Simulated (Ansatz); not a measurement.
# Is TiInSi in the AlB2 type a stable metal?, part 2 of 3

Question: is the lattice of TiInSi in the AlB2 type stable, and if so, what are its coupling constant and resistivity?

Ansatz 0.2.0; DFT PBE, scalar-relativistic, plane waves, PAW; PAW set soft_1.

So far. Step 2 (Relaxing cell and atoms): The largest force is now zero by symmetry and the largest stress component 0.0091 GPa. Step 3 (Relaxation): The largest force is now zero by symmetry and the largest stress component 0.030 GPa. The relaxed cell has a = 4.724, c = 2.760 Å (conventional setting).

The structure was built from a prototype and need not be the compound's stable phase.

## (4) Relaxing tightly for phonons

No force is left; the cell is relaxed once more with another smearing and tight thresholds.

input.yaml

```yaml
crystal:
  lattice:
    - [4.7239024535, 0.0, 0.0]
    - [-2.3619512267, 4.0910195297, 0.0]
    - [0.0, 0.0, 2.7604651549]
  atoms:
    - { symbol: Ti, position: [0.0, 0.0, 0.0] }
    - { symbol: Si, position: [0.3333333333, 0.6666666667, 0.5] }
    - { symbol: In, position: [0.6666666667, 0.3333333333, 0.5] }
kpoints:
  mp_grid: { grid: [6, 6, 9] }
hamiltonian:
  xc: pbe
  pseudopotentials: { kind: paw, azcp: { folder: soft_1 } }
scf:
  occupations: { method: methfessel_paxton, width: 0.2 }
output:
  forces: true
  stress: true
  eigenvalues: true
relax:
  adjacent_minimum: "off"
  f_tol: 0.001
  max_steps: 60
  cell: { stress_tol: 0.01 }
```

On the command line:

```sh
$ ansatz run input.yaml --threads 4 --pin off --max-ram 12288MiB --backend cpu --events-out ev --progress --plain --runs-dir out
```

Numbers of over 12 decimals in the logs are rounded to 6 here.

Output:

```text
[the first part of the log is left out]
  E_vxc        = -284.064315  (∫ρ·V_xc dr)
  E_paw        = -5762.800155  (= ΣΔE_a)
  E_vpaw       = -452.389074  (= ΣTr[D̂ρ^β])
  E_aug_tail   = 0.000112  (compensation charges beyond the density's cutoff)
  E_ewald      = -2408.440257
  E_smearing   = -0.002277  (= −TS)
  E_closure    = 0.000000  (closes the sum)
  Σ components = -8733.097769   (vs F -8733.097769, Δ=0.00e0)
[...]
--- Stress (GPa, compression-positive) ---
       -0.000153       0.000000      -0.000000
        0.000000      -0.000153       0.000000
       -0.000000       0.000000      -0.000581
  P = ⅓ Tr σ = -0.0003 GPa (-0.003 kbar)
--- Band table (eV; the first three rows and the last of 35) ---
[...]
--- Relaxed structure (4 steps of the walk, 4 accepted, 1 SCFs on fresh bases) ---
[...]
cell:  # Å, volume = 53.4407 Å³
    - [4.732713, -2.8921345255228765e-11, 0.0]
    - [-2.366356, 4.098649, 0.0]
    - [0.0, 0.0, 2.754995]
  atoms:
    - { symbol: Ti, position: [0, 0, 0.0] }
    - { symbol: Si, position: [0.333333, 0.666667, 0.5] }
    - { symbol: In, position: [0.666667, 0.333333, 0.5] }
```

The job ended after 5.8 s (4 threads of Arm Neoverse V1, shared host; peak memory 0.4 GiB).

Relaxation path:

```tsv
step	energy less that of the first step (eV)	largest force component (eV/Å)	pressure (GPa)	volume (Å³)
1	0.0000	0.0000	0.13	53.35
2	-0.0002	0.0000	-0.11	53.50
3	-0.0002	0.0000	0.06	53.41
4	-0.0003	0.0000	0.00	53.44
5	-0.0003	0.0000	0.00	53.44
```

The log counts 1 steps on a newly chosen plane-wave basis, not all of them marked here; energy and pressure can jump at such steps.

```tsv
conventional cell, symmetrised	before	after	change
a (Å)	4.724	4.733	+0.2 %
b (Å)	4.724	4.733	+0.2 %
c (Å)	2.760	2.755	-0.2 %
volume (Å³/atom)	17.78	17.81	+0.2 %
```

The relaxed structure:

```cif
data_structure
_symmetry_space_group_name_H-M 'P 1'
_symmetry_Int_Tables_number 1
_cell_length_a 4.7327
_cell_length_b 4.7327
_cell_length_c 2.7550
_cell_angle_alpha 90.000
_cell_angle_beta 90.000
_cell_angle_gamma 120.000
_cell_volume 53.44
loop_
_atom_site_label
_atom_site_type_symbol
_atom_site_fract_x
_atom_site_fract_y
_atom_site_fract_z
_atom_site_occupancy
Ti1 Ti 0.00000 0.00000 0.00000 1
Si2 Si 0.33333 0.66667 0.50000 1
In3 In 0.66667 0.33333 0.50000 1
```

This step gave:

| Quantity | Value |
| --- | --- |
| pressure | -2.96e-4 GPa |
| volume per atom | 17.81 Å³/atom |

The largest force is now zero by symmetry and the largest stress component 5.8e-4 GPa, small enough for phonons.

## (5) Phonons by linear response: q 2×2×2, k 4×4×6

Couplings are defined for a stable lattice alone, so phonons come first.

input.yaml

```yaml
crystal:
  lattice:
    - [4.7327126712, 0.0, 0.0]
    - [-2.3663563356, 4.098649402, 0.0]
    - [0.0, 0.0, 2.7549952998]
  atoms:
    - { symbol: Ti, position: [0.0, 0.0, 0.0] }
    - { symbol: Si, position: [0.3333333333, 0.6666666667, 0.5] }
    - { symbol: In, position: [0.6666666667, 0.3333333333, 0.5] }
kpoints:
  mp_grid: { grid: [4, 4, 6] }
hamiltonian:
  xc: pbe
  pseudopotentials: { kind: paw, azcp: { folder: soft_1 } }
scf:
  occupations: { method: methfessel_paxton, width: 0.2 }
output:
  eigenvalues: true
phonons:
  method: dfpt
  qmesh: [2, 2, 2]
  temperatures: { t_max: 1000, t_step: 50 }
  qpath:
    path:
      - [[0.0, 0.0, 0.0], [0.5, 0.0, 0.0], [0.33333333, 0.33333333, 0.0], [0.0, 0.0, 0.0], [0.0, 0.0, 0.5], [0.5, 0.0, 0.5], [0.33333333, 0.33333333, 0.5], [0.0, 0.0, 0.5]]
      - [[0.5, 0.0, 0.5], [0.5, 0.0, 0.0]]
      - [[0.33333333, 0.33333333, 0.5], [0.33333333, 0.33333333, 0.0]]
    npoints: 10
```

Output:

```text
[...]
Crystal: 3 atoms, lattice volume = 53.441 Å³
Basis set: ecut = 420 eV, 1023 PW (Γ), exchange–correlation on 64×64×40 points (8 copies of the dense FFT grid, shifted against one another)
Bands: 19, of which v1, the nominal top of the filled ones, is band 15 counted from 1 (14 counted from 0)
Symmetry: 12 space group operations
k-points: 16 of 96 (time reversal used)
[...]
SCF iter   1: F=—  HF=-8733.903291 eV  |F-HF|=—  |Δ(HF+E_count)|=         —  Δρ=5.38e-2  dr2=4.08e0  ethr=3.10e-3  ⟨swp⟩=5.1  Hψ=1355  notcnv=0
[...]
SCF iter  10: F=-8733.094410 eV  HF=-8733.094410 eV  |F-HF|=3.64e-12  |Δ(HF+E_count)|=  7.82e-11  S|Δr|=    0.00e0  Δρ=2.03e-7  dr2=7.53e-12  ethr=1.00e-12  ⟨swp⟩=4.4  Hψ=1437  notcnv=0
SCF 1 converged in 10 iterations: F = -8733.094410 eV  dr2 = 7.53e-12
[...]
phonons: the bands overlap, so this run is a metal and interpolates without the dipole-dipole term. If the crystal is really an insulator or semiconductor, its LO-TO splitting is missing
NSCF: frozen V_eff on 16 k-points
[...]
DFPT response loops at q = (0, 0, 0) (fractional): preconditioner auto → Kerker (q_TF=auto, 2.464 Å⁻¹) (partly filled bands, converged f_vac=0.000); β = 1.00, the filter's whole step (`scf.mixing.beta` (0.50) is not read by the response loops under this deck's `scf.mixing.preconditioner`; to damp them name `kerker` or `kerker_dos`, under which they read `scf.mixing.beta`, and type it under 1.00, their step now; both keys bind the ground state too); Broyden in place of MSR1
[...]
SCF converged after 10 iterations
Stability not checked: this state was not tested for a lower state beside it, because cold or Methfessel-Paxton smearing, or corrected tetrahedra, fill the levels in a way that the test cannot read (fill_not_monotonic; see scf.lower_state_search)
Free energy (F): -8733.094410 eV
[...]
Internal energy: -8733.084001 eV  (E = F + TS)
E sigma→0 (E₀):  -8733.091808 eV
Entropy (-TS):   -0.010409 eV (-3.470 meV/atom)
Fermi energy:    12.636566 eV
Step filling:    the computed levels leave a gap of 0.0758 eV = 0.4 smearing widths at the electron count; against every level under it full and every level over it empty, smearing changes F+E_penalty+E_count by -0.302 meV and its σ→0 estimate by +2.301 meV
[...]
--- Band table (eV; the first three rows and the last of 16) ---
  k-point 0: bands = [... 11 lower, 8.8945, 8.8945, 11.3850, 12.5707, 12.5707, 14.8638, 14.8638, 15.5326]
  k-point 1: bands = [... 11 lower, 9.4311, 9.4311, 11.9223, 12.2457, 12.2457, 15.2317, 15.2317, 15.4668]
  k-point 2: bands = [... 11 lower, 10.8817, 10.8817, 10.9010, 11.6561, 11.6561, 14.7565, 14.7565, 14.8228]
  k-point 15: bands = [... 11 lower, 8.5969, 10.0719, 10.4178, 13.0142, 13.4819, 13.6594, 14.4475, 14.4699]
--- Phonons (Γ-DFPT): 6 representative perturbations + reference (Σ response iterations 18) ---
  ASR residual: 1.322e-4 → 0.000e0 eV/Å²; symmetrization residual: 1.098e-5 eV/Å²
  ASR residual per site (eV/Å²): 3.93e-5 2.78e-5 1.32e-4
  Γ frequencies (cm⁻¹): 0.00 0.00 0.00 86.56 122.17 122.17 151.25 212.90 212.90
--- Phonons (arbitrary-q DFPT): 4 irreducible q on the 2×2×2 mesh ---
  q = [0.0000, 0.0000, 0.0000] (star 1, of the zone-centre solve; hermiticity 3.63e-6, symmetrization 2.61e-12): -0.00 0.00 0.00 86.56 122.17 122.17 151.25 212.90 212.90
  q = [0.0000, 0.0000, -0.5000] (star 1, 6 solved perturbations in 132 linear systems a pass and spin channel, the states on 28 of 96 k-point pairs; hermiticity 2.80e-7, symmetrization 4.38e-8): 55.82 84.77 84.77 195.90 195.90 197.03 228.17 243.91 243.91
  q = [0.0000, -0.5000, 0.0000] (star 3, 9 solved perturbations on 28 of 96 k-point pairs; hermiticity 1.52e-4, symmetrization 3.52e-5): -72.28 70.07 100.15 116.04 131.94 141.04 148.33 233.87 236.79
[...]
sum rule: each row above includes the acoustic sum rule's correction from the zone centre's row sums; it moved no ω² by more than (0.56 cm⁻¹)²
  mesh force constants: q→R imaginary residual 1.44e-17; ASR residual 1.322e-4 → 0.000e0 eV/Å²; symmetrization residual 4.441e-15 eV/Å²
  interpolated dispersion: 93 rows × 9 modes
  density of states and harmonic sums: on the 16×16×22 q-mesh, interpolated from the force constants of a 2×2×2 supercell (no non-analytic term)
  largest difference from the sums on the solved wave vectors: F 7.39e-2 eV, S 9.70e-5 and C_V 2.35e-5 eV/K
  zero-point energy: 0.079997 eV/cell   skipped modes (ω ≤ 0): 294, of them read as no rigid motion or as one in doubt: 291 (8.555e-1 modes/cell left out, lowest -100.52 cm⁻¹)   left out of the sums: 9.51e-2 of the cell's modes: C_V's classical limit lies that fraction below 3 k_B per atom; for a crystal, a wire or a layer, F and S can be off by more, and a phonons.interpolated_qmesh denser along its periods is the remedy for the sampling
```

The job ended after 26 s (4 threads; peak memory 0.51 GiB).

Reading the cycles: dr2 is the Hartree energy of the density residual (eV), the measure of convergence; HF is the Harris–Foulkes estimate of the energy, which meets the free energy F at convergence.

Numbers from this step:

```yaml
share_of_imaginary_modes_in_the_plain_interpolation_between_solved_wavevectors: 0.0945
highest_frequency_solved_or_plainly_interpolated: 262.3 cm⁻¹
```

Solved on the 2×2×2 mesh alone; all other wavevectors are interpolated. Phonon branches along the path, in cm⁻¹:

```tsv
point	branch 1	branch 2	branch 3	branch 4	branch 5	branch 6	branch 7	branch 8	branch 9
Γ	0	0	0	87	122	122	151	213	213
halfway	-62	53	62	92	135	150	150	220	222
M	-72	70	100	116	132	141	148	234	237
halfway	-51	71	91	101	133	149	161	224	243
K	53	54	72	101	129	149	177	216	246
halfway	-56	56	58	94	144	149	150	217	229
Γ	0	0	0	87	122	122	151	213	213
halfway	68	68	73	150	161	161	185	228	228
A	56	85	85	196	196	197	228	244	244
halfway	-41	74	94	168	169	217	238	246	251
L	-93	64	97	134	155	236	240	247	258
halfway	-97	52	105	118	165	238	239	246	260
H	-101	43	106	110	169	237	241	244	262
halfway	-57	68	99	153	172	221	238	246	253
A	56	85	85	196	196	197	228	244	244
jump to L	-93	64	97	134	155	236	240	247	258
halfway	-38	-30	106	135	136	191	200	240	248
M	-72	70	100	116	132	141	148	234	237
jump to H	-101	43	106	110	169	237	241	244	262
halfway	-62	49	100	106	173	187	201	230	254
K	53	54	72	101	129	149	177	216	246
```

The phonon branches as a text plot (rows in cm⁻¹):

```
    255 |                          ************  ****    ******
    240 |    ********        *******************************   **
    224 |  *** ** *****    **  ***  *       *  ****       *******
    209 |**      *   ******   *   **         **    *
    194 |                    * ***             **   *       **
    179 |        **        ****   *          **      **     *****
    164 |       *  **     * **     *** *******        *  *** * *
    149 |***************** **       * *          ***   **     * *
    134 | ********** **   **         ***   **    ********      **
    118 |*    *        ***              *            ****
    103 |    ********               *********    ****************
     88 |****   *    ******    *****         ****            ***
     73 |   ********       ****   ****       **        **       *
     58 |   *    *  *     **  ****    **   **  ***    *       ***
     43 |  *     *   **           *     ***       *      ***** *
     28 | *       *   *  **                   *    * *
     13 |*             * *
     -3 |               *                                     *
    -18 |*             *
    -33 |       *  *                         *      *
    -48 | **        ***            *                 *       *
    -63 |   *  *                                   *  *     *
    -78 |    **                     **      *     *    **
    -93 |                             ******     *       ***
         Γ    M  K      Γ       A     L  H     A|L     M|H      K
```

Lowest modes at the softest wavevector of the mesh. Modes at q = (0.000, 0.500, 0.500), with each element's share of the kinetic energy (negative means imaginary):

```tsv
mode	frequency (cm⁻¹)	Ti %	Si %	In %
1	-93.2	25	74	1
2	63.6	0	14	86
3	97.4	2	4	94
4	134.0	100	0	0
5	155.4	54	24	21
6	236.4	95	2	3
```

Displacements in mode 1 (-93.2 cm⁻¹), the largest set to 1, in the home cell:
```
Ti1  0.00 -0.44  0.00
Si2  0.00  0.00 -1.00
In3  0.00  0.00 -0.07
```

Displacements in mode 6 (236.4 cm⁻¹), the largest set to 1, in the home cell:
```
Ti1  0.00  0.00  1.00
Si2  0.00 -0.17  0.00
In3  0.00 -0.12  0.00
```

Among the solved wavevectors the lowest mode, translations apart, is -93.2 cm⁻¹, imaginary.

## (6) Phonons by linear response: q 3×3×3, k 6×6×9

An imaginary mode on so few k-points may come from the sampling, so the phonons are repeated with another q and k mesh.

Changes to input.yaml since step 5:

```diff
@@ -10,3 +10,3 @@
 kpoints:
-  mp_grid: { grid: [4, 4, 6] }
+  mp_grid: { grid: [6, 6, 9] }
 hamiltonian:
@@ -20,3 +20,3 @@
   method: dfpt
-  qmesh: [2, 2, 2]
+  qmesh: [3, 3, 3]
   temperatures: { t_max: 1000, t_step: 50 }
```

Output:

```text
[...]
Crystal: 3 atoms, lattice volume = 53.441 Å³
Basis set: ecut = 420 eV, 1023 PW (Γ), exchange–correlation on 64×64×40 points (8 copies of the dense FFT grid, shifted against one another)
Bands: 19, of which v1, the nominal top of the filled ones, is band 15 counted from 1 (14 counted from 0)
Symmetry: 12 space group operations
k-points: 35 of 324 (time reversal used)
[...]
SCF iter   1: F=—  HF=-8733.866509 eV  |F-HF|=—  |Δ(HF+E_count)|=         —  Δρ=5.39e-2  dr2=4.10e0  ethr=3.10e-3  ⟨swp⟩=5.0  Hψ=2958  notcnv=0
[...]
SCF iter  10: F=-8733.097769 eV  HF=-8733.097769 eV  |F-HF|=0.00e0  |Δ(HF+E_count)|=  1.82e-12  S|Δr|=    0.00e0  Δρ=9.89e-8  dr2=4.66e-12  ethr=1.00e-12  ⟨swp⟩=5.1  Hψ=2619  notcnv=0
SCF 1 converged in 10 iterations: F = -8733.097769 eV  dr2 = 4.66e-12
[...]
SCF converged after 10 iterations
[...]
Free energy (F): -8733.097769 eV
[...]
Internal energy: -8733.095492 eV  (E = F + TS)
E sigma→0 (E₀):  -8733.097200 eV
Entropy (-TS):   -0.002278 eV (-0.759 meV/atom)
Fermi energy:    12.564291 eV
[...]
--- Band table (eV; the first three rows and the last of 35) ---
  k-point 0: bands = [... 11 lower, 8.8941, 8.8941, 11.3556, 12.5666, 12.5666, 14.8348, 14.8348, 15.5038]
  k-point 1: bands = [... 11 lower, 9.1356, 9.1356, 11.6409, 12.4091, 12.4091, 15.0365, 15.0365, 15.5048]
  k-point 2: bands = [... 11 lower, 9.8286, 9.8286, 11.8989, 12.0249, 12.0249, 14.4994, 15.2041, 15.2041]
  k-point 34: bands = [... 11 lower, 9.0741, 10.2106, 10.3170, 13.1969, 13.2183, 13.8876, 14.0281, 14.2433]
[...]
ASR residual: 4.581e-5 → 0.000e0 eV/Å²; symmetrization residual: 1.215e-5 eV/Å²
  ASR residual per site (eV/Å²): 2.92e-5 3.14e-5 4.58e-5
  Γ frequencies (cm⁻¹): 0.00 0.00 0.00 92.03 141.41 141.41 146.01 204.41 204.41
--- Phonons (arbitrary-q DFPT): 6 irreducible q on the 3×3×3 mesh ---
[...]
interpolated dispersion: 93 rows × 9 modes
[...]
```

Elapsed: 2.1 min, on 4 threads; peak memory 0.82 GiB.

Numbers from this step:

```
share of imaginary modes in the plain interpolation between solved wavevectors : 0.0387
highest frequency, solved or plainly interpolated                              : 260.7 cm⁻¹
```

Solved on the 3×3×3 mesh alone; all other wavevectors are interpolated. The phonon branches at the labelled points (cm⁻¹):

```tsv
point	branch 1	branch 2	branch 3	branch 4	branch 5	branch 6	branch 7	branch 8	branch 9
Γ	0	0	0	92	141	141	146	204	204
halfway	-46	54	63	96	135	147	153	222	222
M	-64	70	102	111	141	148	150	231	238
halfway	-44	71	90	102	143	148	167	228	237
K	9	72	79	102	141	148	180	226	234
halfway	-32	52	59	98	141	147	157	218	230
Γ	0	0	0	92	141	141	146	204	204
halfway	74	74	112	155	155	155	200	230	230
A	90	90	134	176	176	228	230	253	253
halfway	78	97	103	146	164	226	235	247	251
L	61	72	97	125	167	232	240	247	253
halfway	56	59	111	131	174	232	239	252	257
H	46	57	118	135	182	232	239	255	261
halfway	71	93	102	140	166	226	236	249	251
A	90	90	134	176	176	228	230	253	253
jump to L	61	72	97	125	167	232	240	247	253
halfway	16	74	101	136	142	192	199	238	245
M	-64	70	102	111	141	148	150	231	238
jump to H	46	57	118	135	182	232	239	255	261
halfway	34	66	107	118	184	190	196	241	247
K	9	72	79	102	141	148	180	226	234
```

The phonon branches as a text plot (rows in cm⁻¹):

```
    254 |                      *********************     ****
    240 |    ********        **    ***********   *********  *****
    227 |   **********     ** *********************    ****   ***
    213 | **         **   *  * *                  **       *
    200 |*             ***  * *                    **       *
    186 |        *         *             **         **   ********
    173 |       * **         ******   ***  ** ***    **      **
    159 |   ** *    **    * **    ****       **  **    *      **
    146 |*******************       *         *     ** ***      **
    132 | ***        **    *  ****  ** ******  *******   ***
    119 |                   **    *   * ***   *       *  ****
    105 |    ********     **       *   *   ***    *******   *****
     92 |****   *    *****    *********       ****            **
     78 |   *    ***        **     ****     ***     ****      ***
     65 |   ***** ***     **         **** ***    ***    * ****
     51 |  *         *                  ****      *      **
     38 | *           *  **                        *       **
     24 |                *                                   **
     11 |*             *                            *          **
     -3 |        *      *
    -16 |*        **   *
    -30 | *     *   ***                              *
    -44 |  *                                          *
    -57 |   ****                                       **
         Γ    M  K      Γ       A     L  H     A|L     M|H      K
```

Lowest modes at the softest wavevector of the mesh. The modes at q = (0.000, 0.333, 0.000) (shares of kinetic energy by element, %) (negative means imaginary):

```tsv
mode	frequency (cm⁻¹)	Ti %	Si %	In %
1	-56.3	28	12	60
2	63.5	6	3	90
3	84.6	25	7	68
4	99.1	4	91	5
5	137.1	66	23	11
6	147.8	90	6	4
```

Displacements in mode 1 (-56.3 cm⁻¹), the largest set to 1, in the home cell (x, y, z of the real part, then of the imaginary part):
```
Ti1  0.99  0.00  0.00  0.15  0.00  0.00
Si2  0.86  0.00  0.00 -0.13  0.00  0.00
In3  0.95  0.00  0.00 -0.04  0.00  0.00
```

Displacements in mode 6 (147.8 cm⁻¹), the largest set to 1, in the home cell (x, y, z of the real part, then of the imaginary part):
```
Ti1  0.00  0.00  1.00  0.00  0.00 -0.02
Si2  0.00  0.00 -0.03  0.00  0.00 -0.33
In3  0.00  0.00 -0.12  0.00  0.00 -0.07
```

The modes has structure finer than the step of the table below, so its rows give means over 10 cm⁻¹, whole bins alone (the curve runs from -73.4 to 278 cm⁻¹). Peaks (cm⁻¹: height): In -24.8: 0.00698, 72.4: 0.0274, 101.1: 0.0323, 163.0: 0.0100, 235.9: 0.0233; Si 72.4: 0.0123, 101.1: 0.0347, 249.1: 0.0596; Ti 74.6: 0.0107, 149.7: 0.0453, 196.1: 0.0138, 227.1: 0.0241.

Phonopy on the run's constants, 13x13x21 mesh, Gaussian sigma 2.5 cm⁻¹. The modes by wavenumber; means over each step; values in 1/cm⁻¹/cell:

```tsv
wavenumber (cm⁻¹)	In	Si	Ti
-60	0.00179	3.7e-4	7.9e-4
-50	0.00347	7.3e-4	0.00139
-40	0.00497	0.00111	0.00172
-30	0.00595	0.00144	0.00174
-20	0.00461	0.00123	0.00116
-10	0.00118	2.8e-4	3.2e-4
0	0.00116	3.1e-4	2.4e-4
10	0.00277	7.6e-4	7.1e-4
20	0.00387	0.00107	0.00104
30	0.00589	0.00167	0.00160
40	0.00842	0.00240	0.00238
50	0.0118	0.00340	0.00343
60	0.0151	0.00720	0.00659
70	0.0246	0.0114	0.00969
80	0.0203	0.00877	0.00796
90	0.0167	0.00823	0.00387
100	0.0287	0.0280	0.00618
110	0.0190	0.0129	0.00333
120	0.00628	0.00478	0.00287
130	0.00904	0.00346	0.0206
140	0.00754	0.00506	0.0318
150	0.00773	0.00542	0.0411
160	0.00953	0.00769	0.0347
170	0.00783	0.00740	0.0269
180	0.00521	0.00335	0.0165
190	0.00354	9.0e-4	0.00954
200	0.00432	0.00106	0.00992
210	0.00646	0.00481	0.0117
220	0.0102	0.0162	0.0163
230	0.0188	0.0388	0.0177
240	0.0157	0.0521	0.00393
250	0.00650	0.0504	0.00215
260	9.4e-4	0.00715	2.4e-4
270	3.6e-6	2.0e-5	9.0e-7
```

No LO-TO term; unit eigenvectors of the mass-weighted matrix. The modes at Γ (shares of kinetic energy by element, %):

```tsv
mode	frequency (cm⁻¹)	symmetry	Ti %	Si %	In %
1	0.0	unnamed	25	15	60
2	0.0	unnamed	25	15	60
3	0.0	unnamed	25	15	60
4	92.0	A2''	4	67	29
5	141.4	E'	71	17	11
6	141.4	E'	71	17	11
7	146.0	A2''	71	18	11
8	204.4	E'	4	68	28
9	204.4	E'	4	68	28
```

Displacements in mode 4 (92.0 cm⁻¹), the largest set to 1:
```
Ti1  0.00  0.00  0.19
Si2  0.00  0.00  1.00
In3  0.00  0.00 -0.32
```

Displacements in mode 9 (204.4 cm⁻¹), the largest set to 1:
```
Ti1  0.18  0.00  0.00
Si2  1.00  0.00  0.00
In3 -0.32  0.00  0.00
```

Among the solved wavevectors the lowest mode, translations apart, is -56.3 cm⁻¹, imaginary.

(Continued in part 3 of 3.)

[Logs are printed without paths, hosts, clocks, repeated set-up lines and the standing remarks that a program may print on its own settings, such as how far it seeks lower states.]

[Hosts, paths, dates, database ids (printed as entryN), source tags and the programs' standing remarks are cut or masked in the printed files.]
